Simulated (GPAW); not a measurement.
## KMgF3 (Pm-3m): G0W0 with GPAW, start to end

Aim: the G0W0 gap of KMgF3 (Pm-3m) on PBE, step by step.

Calculated with GPAW 26.7.0; PBE and many-body steps on it, plane waves.

This is a report of a sequence of runs, with most program output left out.

**1. The starting structure**

It takes space group Pm-3m (No. 221, cubic). The conventional cell has a = 3.986 Å, b = 3.986 Å, c = 3.986 Å, α = 90.00°, β = 90.00°, γ = 90.00°. Nearest to K lie 12 F at 2.82 Å. Mg has 6 F at 1.99 Å nearest. Nearest to F lie 2 Mg at 1.99 Å and 4 K at 2.82 Å. Farther neighbours and most contacts between anions are not listed.

The cell and positions come from the Crystallography Open Database and are kept as given unless a step says otherwise.

**2. Ground state**

This step: GPAW 26.7.0; DFT, PBE, plane waves, PAW.

The ground-state density comes first.

Contents of run.py:

```python
import json
import numpy as np
from gpaw.mpi import world
from ase import Atoms
from gpaw import GPAW, PW, FermiDirac

atoms = Atoms(['K', 'Mg', 'F', 'F', 'F'],
    cell=[[3.9859000000, 0.0000000000, 0.0000000000],
      [0.0000000000, 3.9859000000, 0.0000000000],
      [0.0000000000, 0.0000000000, 3.9859000000]],
    scaled_positions=[[0.5000000000, 0.5000000000, 0.5000000000],
      [0.0000000000, 0.0000000000, 0.0000000000],
      [0.5000000000, 0.0000000000, 0.0000000000],
      [0.0000000000, 0.5000000000, 0.0000000000],
      [0.0000000000, 0.0000000000, 0.5000000000]],
    pbc=(True, True, True))
calc = GPAW(mode=PW(600),
    xc='PBE',
    kpts={'size': (6, 6, 6), 'gamma': True},
    occupations=FermiDirac(0.001),
    nbands=-8,
    convergence={'density': 1e-6, 'bands': -3},
    maxiter=100,
    txt='gs.txt')
atoms.calc = calc
res = {'energy': atoms.get_potential_energy()}
kpts = calc.get_ibz_k_points()
res['kpts'] = kpts
res['eigenvalues'] = [calc.get_eigenvalues(kpt=k) for k in range(len(kpts))]
res['n_electrons'] = calc.get_number_of_electrons()
calc.write('gs.gpw')

if world.rank == 0:
    with open('result.json', 'w') as f:
        json.dump(res, f, default=lambda x: x.tolist())
```

On the command line:

```
$ mpirun -n 4 gpaw python run.py
```

It took 10 s on 4 MPI ranks of Arm Neoverse V2, shared host; peak memory 0.71 GiB.

This step gave:

* total energy: -24.44 eV
* gap: 7.326 eV
* k of the valence top: 0.5, 0.5, 0.5
* k of the conduction bottom: 0, 0, 0
* least direct gap: 7.646 eV

The gap is indirect, with the least direct gap 0.32 eV higher.

**3. Bands along the symmetry lines**

The cheap functional maps the bands first; the places of the edges decide which points the dearer methods must see.

Contents of run.py:

```python
import json
import numpy as np
from gpaw.mpi import world
from gpaw import GPAW

path = [[0.000000, 0.000000, 0.000000],
    [0.000000, 0.062500, 0.000000],
    [0.000000, 0.125000, 0.000000],
    [0.000000, 0.187500, 0.000000],
    [0.000000, 0.250000, 0.000000],
    [0.000000, 0.312500, 0.000000],
    [0.000000, 0.375000, 0.000000],
    [0.000000, 0.437500, 0.000000],
    [0.000000, 0.500000, 0.000000],
    [0.062500, 0.500000, 0.000000],
    [0.125000, 0.500000, 0.000000],
    [0.187500, 0.500000, 0.000000],
    [0.250000, 0.500000, 0.000000],
    [0.312500, 0.500000, 0.000000],
    [0.375000, 0.500000, 0.000000],
    [0.437500, 0.500000, 0.000000],
    [0.500000, 0.500000, 0.000000],
    [0.437500, 0.437500, 0.000000],
    [0.375000, 0.375000, 0.000000],
    [0.312500, 0.312500, 0.000000],
    [0.250000, 0.250000, 0.000000],
    [0.187500, 0.187500, 0.000000],
    [0.125000, 0.125000, 0.000000],
    [0.062500, 0.062500, 0.000000],
    [0.000000, 0.000000, 0.000000],
    [0.062500, 0.062500, 0.062500],
    [0.125000, 0.125000, 0.125000],
    [0.187500, 0.187500, 0.187500],
    [0.250000, 0.250000, 0.250000],
    [0.312500, 0.312500, 0.312500],
    [0.375000, 0.375000, 0.375000],
    [0.437500, 0.437500, 0.437500],
    [0.500000, 0.500000, 0.500000],
    [0.437500, 0.500000, 0.437500],
    [0.375000, 0.500000, 0.375000],
    [0.312500, 0.500000, 0.312500],
    [0.250000, 0.500000, 0.250000],
    [0.187500, 0.500000, 0.187500],
    [0.125000, 0.500000, 0.125000],
    [0.062500, 0.500000, 0.062500],
    [0.000000, 0.500000, 0.000000],
    [0.500000, 0.500000, 0.500000],
    [0.500000, 0.500000, 0.437500],
    [0.500000, 0.500000, 0.375000],
    [0.500000, 0.500000, 0.312500],
    [0.500000, 0.500000, 0.250000],
    [0.500000, 0.500000, 0.187500],
    [0.500000, 0.500000, 0.125000],
    [0.500000, 0.500000, 0.062500],
    [0.500000, 0.500000, 0.000000]]
calc = GPAW('gs.gpw').fixed_density(kpts=path,
    symmetry='off',
    nbands=30,
    convergence={'bands': 26},
    txt='bands.txt')
res = {}
kpts = calc.get_ibz_k_points()
res['kpts'] = kpts
res['eigenvalues'] = [calc.get_eigenvalues(kpt=k) for k in range(len(kpts))]
res['n_electrons'] = calc.get_number_of_electrons()

if world.rank == 0:
    with open('result.json', 'w') as f:
        json.dump(res, f, default=lambda x: x.tolist())
```

On the command line:

```
$ mpirun -n 4 gpaw python run.py
```

It took 16 s on 4 MPI ranks; peak memory 0.8 GiB.

Numbers from this step:

- gap: 7.326 eV
- k of the valence top: 0.5, 0.5, 0.5
- k of the conduction bottom: 0, 0, 0
- least direct gap: 7.646 eV

The gap is 7.326 eV, as in the run before at this level.

Electronic bands along the path, in eV, zero at the top of the highest filled band:

| point | band 17 | band 18 | band 19 | band 20 | band 21 | band 22 | band 23 | band 24 |
| --- | --- | --- | --- | --- | --- | --- | --- | --- |
| Γ | -0.63 | -0.32 | -0.32 | -0.32 | 7.33 | 10.07 | 10.07 | 12.18 |
| halfway | -0.74 | -0.74 | -0.43 | -0.43 | 8.34 | 10.56 | 10.63 | 12.43 |
| X | -0.86 | -0.86 | -0.53 | -0.53 | 10.13 | 10.47 | 11.10 | 12.74 |
| halfway | -0.95 | -0.75 | -0.65 | -0.28 | 10.74 | 10.81 | 11.64 | 12.58 |
| M | -1.04 | -0.90 | -0.90 | -0.02 | 10.92 | 11.68 | 12.63 | 12.63 |
| halfway | -0.84 | -0.60 | -0.58 | -0.31 | 9.14 | 10.95 | 11.23 | 12.41 |
| Γ | -0.63 | -0.32 | -0.32 | -0.32 | 7.33 | 10.07 | 10.07 | 12.18 |
| halfway | -1.21 | -0.35 | -0.35 | -0.32 | 9.67 | 11.37 | 11.37 | 12.36 |
| R | -1.11 | 0.00 | 0.00 | 0.00 | 10.44 | 10.44 | 10.44 | 13.90 |
| halfway | -1.09 | -0.38 | -0.37 | -0.22 | 10.70 | 11.00 | 11.60 | 12.14 |
| X | -0.86 | -0.86 | -0.53 | -0.53 | 10.13 | 10.47 | 11.10 | 12.74 |
| jump to R | -1.11 | 0.00 | 0.00 | 0.00 | 10.44 | 10.44 | 10.44 | 13.90 |
| halfway | -1.11 | -0.31 | -0.31 | -0.01 | 10.68 | 11.11 | 11.11 | 12.40 |
| M | -1.04 | -0.90 | -0.90 | -0.02 | 10.92 | 11.68 | 12.63 | 12.63 |

**4. Empty states on the mesh, 4×4×4 mesh, 112 bands**

The sums over transitions need many empty states on a uniform mesh; this step solves for them.

Contents of run.py:

```python
import json
import numpy as np
from gpaw.mpi import world
from gpaw import GPAW

calc = GPAW('gs.gpw').fixed_density(kpts={'size': (4, 4, 4), 'gamma': True},
    nbands=130,
    convergence={'bands': 112},
    txt='nscf.txt')
calc.write('full.gpw', mode='all')
res = {}
kpts = calc.get_ibz_k_points()
res['kpts'] = kpts
res['eigenvalues'] = [calc.get_eigenvalues(kpt=k) for k in range(len(kpts))]
res['n_electrons'] = calc.get_number_of_electrons()

if world.rank == 0:
    with open('result.json', 'w') as f:
        json.dump(res, f, default=lambda x: x.tolist())
```

On the command line:

```
$ mpirun -n 4 gpaw python run.py
```

Run time: 19 s. Hardware: 4 MPI ranks; peak memory 0.73 GiB; 74 s of CPU time.

This step gave:

```yaml
gap: 7.326 eV
k_of_the_valence_top: 0.5, 0.5, 0.5
k_of_the_conduction_bottom: 0, 0, 0
least_direct_gap: 7.646 eV
k_points_computed: 10
lowest_point_of_the_top_converged_band_above_the_valence_top: 69.9632 eV
```

On this mesh the gap is 7.326 eV.

**5. Screening and self-energy, 4×4×4 mesh, 102 bands, screening to 80 eV**

Now the one-shot GW correction: screening in the RPA, then the self-energy of the levels asked for.

This step: G0W0 on PBE, plane waves, PAW.

Contents of run.py:

```python
import json
import numpy as np
from gpaw.mpi import world
from gpaw.response.g0w0 import G0W0

gw = G0W0('full.gpw',
    filename='gw',
    kpts=[0, 9],
    bands=(18, 22),
    ecut=80,
    nbands=102,
    integrate_gamma='WS',
    ppa=True)
gw.calculate()
res = {mode: {k: v for k, v in r.items() if k != 'sigma_eskwn'}
       for mode, r in gw.all_results.items()}

if world.rank == 0:
    with open('result.json', 'w') as f:
        json.dump(res, f, default=lambda x: x.tolist())
```

On the command line:

```
$ mpirun -n 4 gpaw python run.py
```

Wall time 30 s (4 MPI ranks); peak memory 1.4 GiB.

This step gave:

- G0W0 gap on the points computed: 11.13 eV
- least direct G0W0 gap on the computed points: 11.45 eV
- Z at the valence top: 0.8254
- Z at the conduction bottom: 0.8974
- starting gap on the mesh: 7.326 eV
- k of the valence top: 0.5, 0.5, 0.5
- k of the conduction bottom: 0, 0, 0

The gap on the mesh goes from 7.33 eV to 11.13 eV, a correction of +3.80 eV.

Limits: finite bands, cutoff and mesh; coarse k mesh. v1 is the top filled band, c1 the lowest empty one. The levels before and after the correction (eV, zero at the valence-band top of each column):

|  | conduction bottom | valence top |
| --- | --- | --- |
| Kohn-Sham | 7.33 | 0.00 |
| G0W0 | 11.13 | 0.00 |

|  | level | energy (eV) |
| --- | --- | --- |
| Kohn-Sham | Γ v2-v1 | -0.321 |
| Kohn-Sham | Γ c1 | 7.326 |
| Kohn-Sham | Γ c2 | 10.073 |
| Kohn-Sham | (0.5 0.5 0.5) v2-v1 | 0.000 |
| Kohn-Sham | (0.5 0.5 0.5) c1-c2 | 10.440 |
| G0W0 | Γ v2-v1 | -0.319 |
| G0W0 | Γ c1 | 11.128 |
| G0W0 | Γ c2 | 14.611 |
| G0W0 | (0.5 0.5 0.5) v2-v1 | 0.000 |
| G0W0 | (0.5 0.5 0.5) c1-c2 | 15.112 |

**6. Where the time went**

Times are wall times on 4 MPI ranks of Arm Neoverse V2, shared host, good to a factor of about two.

| step | time | share | memory (GiB) |
| --- | --- | --- | --- |
| ground state | 10 s | 14 % | 0.71 |
| bands along the symmetry lines | 16 s | 21 % | 0.8 |
| empty states on the mesh | 19 s | 25 % | 0.73 |
| screening and self-energy | 30 s | 41 % | 1.4 |

**7. Summary of results**

```json
{
  "PBE gap": "7.33 eV, indirect",
  "G0W0 gap on the mesh": "11.13 eV",
  "GW settings": "4×4×4 mesh, 102 bands, screening to 80 eV, Godby-Needs plasmon pole",
  "known limits": "not at the basis limit; coarse k mesh"
}
```

In words: G0W0 moves the gap on the mesh from 7.33 eV to 11.13 eV (+3.80 eV), with Z of 0.83 and 0.90 at the edges. Only 2 of the mesh's irreducible points were corrected, so a valley elsewhere could overtake. The dearest step here is «screening and self-energy». Bands and cutoff are finite, so the gap is not at the basis limit. The miss can reach some tenths of an eV and take either sign; the mesh is an error of its own. These stock PAW sets were not made for GW. In the G0W0 run levels were corrected at 2 k points alone, so a gap called «on the mesh» is the least over those, and an edge elsewhere would be missed. The 4×4×4 mesh is coarse for this cell, which bears on the long-range parts of exchange and screening. This is the ideal cubic cell; many perovskites, halides above all, are cubic only on average, and local tilts or off-centring can widen the gap.

[Paths, hosts, dates, memory and timing lines, banners, echoed tables and standing remarks are left out of the program output.]

[Logs are printed without paths, hosts, clocks, repeated set-up lines and the standing remarks that a program may print on its own settings, such as how far it seeks lower states.]

[Runs of the session that timed out or met a known fault of the program may be left out.]

[Hosts, paths, dates, database ids (printed as entryN), source tags and the programs' standing remarks are cut or masked in the printed files.]
